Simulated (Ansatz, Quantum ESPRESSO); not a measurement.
# Be chain with one bond drawn out by 2.0 Å: ballistic transmission, part 3 of 4

How well does the junction conduct in the ballistic limit? It is: Be chain with one bond drawn out by 2.0 Å.

Quantum ESPRESSO 7.5; plane-wave DFT, LDA, GBRV ultrasoft pseudopotentials; cross-check by Ansatz 0.2.0 with PAW datasets.

So far. Step 2 (Self-consistent run): The run needed 22 iterations to bring the estimated error under 1e-07 Ry; the largest force on any atom, held or free, is 0.77 eV/Å. Step 3 (Transmission with pwcond.x): At no point does T exceed the number of channels.

## (4) The open system, with ewind = 2.0 and epsproj = 0.001

Level of this step: transmission by pwcond, lead and junction from one cell; plane-wave DFT, LDA, GBRV ultrasoft pseudopotentials (Quantum ESPRESSO).

How much does a setting matter? One run is repeated with a change.

cond.w.in

```
&inputcond
  outdir = './out'
  prefixt = 'scf'
  tran_file = 'cond.w.dat'
  bdl = 0.5733333333
  bds = 3.1333333333
  ikind = 1
  ewind = 2.0
  epsproj = 0.001
  nz1 = 7
  energy0 = 2.0
  denergy = -0.1
/
1
  0.00000000 0.00000000 1.00000000
41
```

Launch:

```
OMP_NUM_THREADS=1 mpirun -n 2 pwcond.x -in cond.w.in > cond.w.out
```

Log:

```text
[banner, memory and clock lines left out]
Program PWCOND v.7.5 starts
[citation notice left out]

[...]
./out/scf.save/

[...]
negative rho (up, down):  9.311E-03 0.000E+00
     Reading collected, re-writing distributed wavefunctions

===== INPUT FILE containing all the regions =====

     GEOMETRY:

     lattice parameter (alat)  =      14.1729  a.u.
     the volume                =    8920.4547 (a.u.)^3
     the cross section         =     200.8724 (a.u.)^2
     l of the unit cell        =       3.1333 (alat)
     number of atoms/cell      =           10
     number of atomic types    =            1

     crystal axes: (cart. coord. in units of alat)
               a(1) = (  1.0000  0.0000  0.0000 )
               a(2) = (  0.0000  1.0000  0.0000 )
               a(3) = (  0.0000  0.0000  3.1333 )

   Cartesian axes

     site n.     atom                  positions (alat units)
          1        Be     tau(  1)=(  0.5000  0.5000  3.1333  )
          2        Be     tau(  2)=(  0.5000  0.5000  0.2867  )
          3        Be     tau(  3)=(  0.5000  0.5000  0.5733  )
          4        Be     tau(  4)=(  0.5000  0.5000  0.8600  )
          5        Be     tau(  5)=(  0.5000  0.5000  1.1467  )
          6        Be     tau(  6)=(  0.5000  0.5000  1.7000  )
          7        Be     tau(  7)=(  0.5000  0.5000  1.9867  )
          8        Be     tau(  8)=(  0.5000  0.5000  2.2733  )
          9        Be     tau(  9)=(  0.5000  0.5000  2.5600  )
         10        Be     tau( 10)=(  0.5000  0.5000  2.8467  )

     nr1s                      =           54
     nr2s                      =           54
     nr3s                      =          180
     nr1sx                     =           54
     nr2sx                     =           54
     nr3sx                     =          180
     nr1                       =           60
     nr2                       =           60
     nr3                       =          192
     nr1x                      =           60
     nr2x                      =           60
     nr3x                      =          192

 _______________________________
  Radii of nonlocal spheres:

     type       ibeta     ang. mom.          radius (alat units)
       Be         1         0                    0.1141
       Be         2         0                    0.1141
       Be         3         0                    0.1141
       Be         4         1                    0.1141
       Be         5         1                    0.1141
       Be         6         2                    0.1141
----- General information -----

--- T calc. with identical leads (ikind=1) ---

     nrx                       =           54
     nry                       =           54
     nz1                       =            7

     energy0               =         2.0E+00
     denergy               =        -1.0E-01
     nenergy               =         41
     ecut2d                =         3.4E+01
     ewind                 =         2.0E+00
     epsproj               =         1.0E-03

     number of k_|| points=    1
                       cryst. coord.
        k(    1) = (   0.0000000   0.0000000), wk =   1.0000000
----- Information about left/right lead -----

     nocros                   =           14
     noins                    =           14
     norb                     =           42
     norbf                    =          126
     nrz                      =           33

      iorb      type   ibeta   ang. mom.   m       position (alat)
        1        1       1        0        1   taunew(   1)=(  0.5000  0.5000  0.0000)
        2        1       2        0        1   taunew(   2)=(  0.5000  0.5000  0.0000)
[...]
42        1       6        2        5   taunew(  42)=(  0.5000  0.5000  0.5733)
    k slab    z(k)  z(k+1)     crossing(iorb=1,norb)
    1   0.0000 0.0174 0.0174   111111111111110000000000000000000000000000
    2   0.0174 0.0347 0.0174   111111111111110000000000000000000000000000
[...]
33   0.5560 0.5733 0.0174   000000000000000000000000000011111111111111
----- Information about scattering region -----

     noins                    =           98
     norb                     =          126
     norbf                    =          126
     nrz                      =          147

      iorb      type   ibeta   ang. mom.   m       position (alat)
        1        1       1        0        1   taunew(   1)=(  0.5000  0.5000  0.0000)
        2        1       2        0        1   taunew(   2)=(  0.5000  0.5000  0.0000)
[...]
126        1       6        2        5   taunew( 126)=(  0.5000  0.5000  2.5600)
 ngper, shell number =          545          70
 ngper, n2d =          545          53
---  E-Ef =    2.0000000  k =    0.0000000   0.0000000
---  ie =          1  ik =          1
 Nchannels of the left tip =            2
 Right moving states:
   k1(2pi/a)   k2(2pi/a)   E-Ef (eV)
   0.4903386  -0.0000027   2.0000000
   0.4903386  -0.0000027   2.0000000
 Left moving states:
   k1(2pi/a)   k2(2pi/a)   E-Ef (eV)
  -0.4903384  -0.0000027   2.0000000
  -0.4903384  -0.0000027   2.0000000

 to transmit
 Band j to band i transmissions and reflections:
    j         i     |T_ij|^2    |R_ij|^2

    1 -->     1     0.06730     0.32831
    1 -->     2     0.00000     0.60439
   Total T_j, R_j =    0.06730  0.93270

    2 -->     1     0.00000     0.60439
    2 -->     2     0.06730     0.32831
   Total T_j, R_j =    0.06730  0.93270

E-Ef(ev), T(x2 spins) =    2.0000000   0.2691820
---  E-Ef =    1.9000000  k =    0.0000000   0.0000000
---  ie =          2  ik =          1
 Nchannels of the left tip =            2
 Right moving states:
   k1(2pi/a)   k2(2pi/a)   E-Ef (eV)
   0.4766082  -0.0000027   1.9000000
   0.4766082  -0.0000027   1.9000000
 Left moving states:
   k1(2pi/a)   k2(2pi/a)   E-Ef (eV)
  -0.4766082  -0.0000027   1.9000000
  -0.4766082  -0.0000027   1.9000000

 to transmit
 Band j to band i transmissions and reflections:
    j         i     |T_ij|^2    |R_ij|^2

    1 -->     1     0.08640     0.60822
    1 -->     2     0.00000     0.30538
   Total T_j, R_j =    0.08640  0.91360

    2 -->     1     0.00000     0.30538
    2 -->     2     0.08640     0.60822
   Total T_j, R_j =    0.08640  0.91360

E-Ef(ev), T(x2 spins) =    1.9000000   0.3455969
---  E-Ef =    1.8000000  k =    0.0000000   0.0000000
---  ie =          3  ik =          1
 Nchannels of the left tip =            2
 Right moving states:
   k1(2pi/a)   k2(2pi/a)   E-Ef (eV)
   0.4627310  -0.0000027   1.8000000
   0.4627310  -0.0000027   1.8000000
 Left moving states:
   k1(2pi/a)   k2(2pi/a)   E-Ef (eV)
  -0.4627309  -0.0000027   1.8000000
  -0.4627309  -0.0000027   1.8000000

 to transmit
 Band j to band i transmissions and reflections:
    j         i     |T_ij|^2    |R_ij|^2

    1 -->     1     0.08886     0.66211
    1 -->     2     0.00000     0.24903
   Total T_j, R_j =    0.08886  0.91114

    2 -->     1     0.00000     0.24903
    2 -->     2     0.08886     0.66211
   Total T_j, R_j =    0.08886  0.91114

E-Ef(ev), T(x2 spins) =    1.8000000   0.3554484
[... further energies and points left out ...]
---  E-Ef =   -1.8000000  k =    0.0000000   0.0000000
---  ie =         39  ik =          1
 Nchannels of the left tip =            1
 Right moving states:
   k1(2pi/a)   k2(2pi/a)   E-Ef (eV)
  -0.3659688   0.0000568  -1.8000000
 Left moving states:
   k1(2pi/a)   k2(2pi/a)   E-Ef (eV)
   0.3659688   0.0000568  -1.8000000

 to transmit
 Band j to band i transmissions and reflections:
    j         i     |T_ij|^2    |R_ij|^2

    1 -->     1     0.02526     0.97474
   Total T_j, R_j =    0.02526  0.97474

E-Ef(ev), T(x2 spins) =   -1.8000000   0.0505132
---  E-Ef =   -1.9000000  k =    0.0000000   0.0000000
---  ie =         40  ik =          1
 Nchannels of the left tip =            1
 Right moving states:
   k1(2pi/a)   k2(2pi/a)   E-Ef (eV)
  -0.3829960   0.0000563  -1.9000000
 Left moving states:
   k1(2pi/a)   k2(2pi/a)   E-Ef (eV)
   0.3829960   0.0000563  -1.9000000

 to transmit
 Band j to band i transmissions and reflections:
    j         i     |T_ij|^2    |R_ij|^2

    1 -->     1     0.02399     0.97601
   Total T_j, R_j =    0.02399  0.97601

E-Ef(ev), T(x2 spins) =   -1.9000000   0.0479872
---  E-Ef =   -2.0000000  k =    0.0000000   0.0000000
---  ie =         41  ik =          1
 Nchannels of the left tip =            1
 Right moving states:
   k1(2pi/a)   k2(2pi/a)   E-Ef (eV)
  -0.4002302   0.0000559  -2.0000000
 Left moving states:
   k1(2pi/a)   k2(2pi/a)   E-Ef (eV)
   0.4002303   0.0000559  -2.0000000

 to transmit
 Band j to band i transmissions and reflections:
    j         i     |T_ij|^2    |R_ij|^2

    1 -->     1     0.02330     0.97670
   Total T_j, R_j =    0.02330  0.97670

E-Ef(ev), T(x2 spins) =   -2.0000000   0.0465924
   T_tot     2.00000      0.26918E+00
   T_tot     1.90000      0.34560E+00
   T_tot     1.80000      0.35545E+00
   T_tot     1.70000      0.34403E+00
   T_tot     1.60000      0.31976E+00
   T_tot     1.50000      0.28809E+00
   T_tot     1.40000      0.25435E+00
   T_tot     1.30000      0.22289E+00
   T_tot     1.20000      0.19635E+00
   T_tot     1.10000      0.17562E+00
   T_tot     1.00000      0.16013E+00
   T_tot     0.90000      0.14787E+00
   T_tot     0.80000      0.13517E+00
   T_tot     0.70000      0.11778E+00
   T_tot     0.60000      0.95120E-01
   T_tot     0.50000      0.72924E-01
   T_tot     0.40000      0.57901E-01
   T_tot     0.30000      0.55018E-01
   T_tot     0.20000      0.84767E-01
   T_tot     0.10000      0.00000E+00
   T_tot    -0.00000      0.00000E+00
   T_tot    -0.10000      0.00000E+00
   T_tot    -0.20000      0.91191E-01
   T_tot    -0.30000      0.19345E+00
   T_tot    -0.40000      0.16770E+00
   T_tot    -0.50000      0.13583E+00
   T_tot    -0.60000      0.11182E+00
   T_tot    -0.70000      0.95211E-01
   T_tot    -0.80000      0.84007E-01
   T_tot    -0.90000      0.76592E-01
   T_tot    -1.00000      0.71796E-01
   T_tot    -1.10000      0.68735E-01
   T_tot    -1.20000      0.66666E-01
   T_tot    -1.30000      0.64921E-01
   T_tot    -1.40000      0.62933E-01
   T_tot    -1.50000      0.60360E-01
   T_tot    -1.60000      0.57193E-01
   T_tot    -1.70000      0.53747E-01
   T_tot    -1.80000      0.50513E-01
   T_tot    -1.90000      0.47987E-01
   T_tot    -2.00000      0.46592E-01

[...]
```

The job ended after 53 s (2 MPI ranks of Arm Neoverse V1, shared host; peak memory 0.38 GiB).

The changed values were drawn from a wide range, not chosen for quality; the comparison shows what they did here together.

Beside the run it was changed from:

```csv
quantity,this run,unchanged run,difference
"transmission at the Fermi level, one spin",0,0,0
"lead channels at the Fermi level, one spin",0,0,0
wall time (s),53,196,
```

Over all energies T moves by up to 0.0075, at -0.4 eV.

(Part 3 of 4 ends here.)

[Logs are printed without paths, hosts, clocks, repeated set-up lines and the standing remarks that a program may print on its own settings, such as how far it seeks lower states.]

[Hosts, paths, dates, database ids (printed as entryN), source tags and the programs' standing remarks are cut or masked in the printed files.]

[Maps of the electrostatic potential energy from Ansatz leave out the sawtooth potential of an applied field or a dipole correction, so their vacuum need not be flat; planar profiles and work functions include it.]
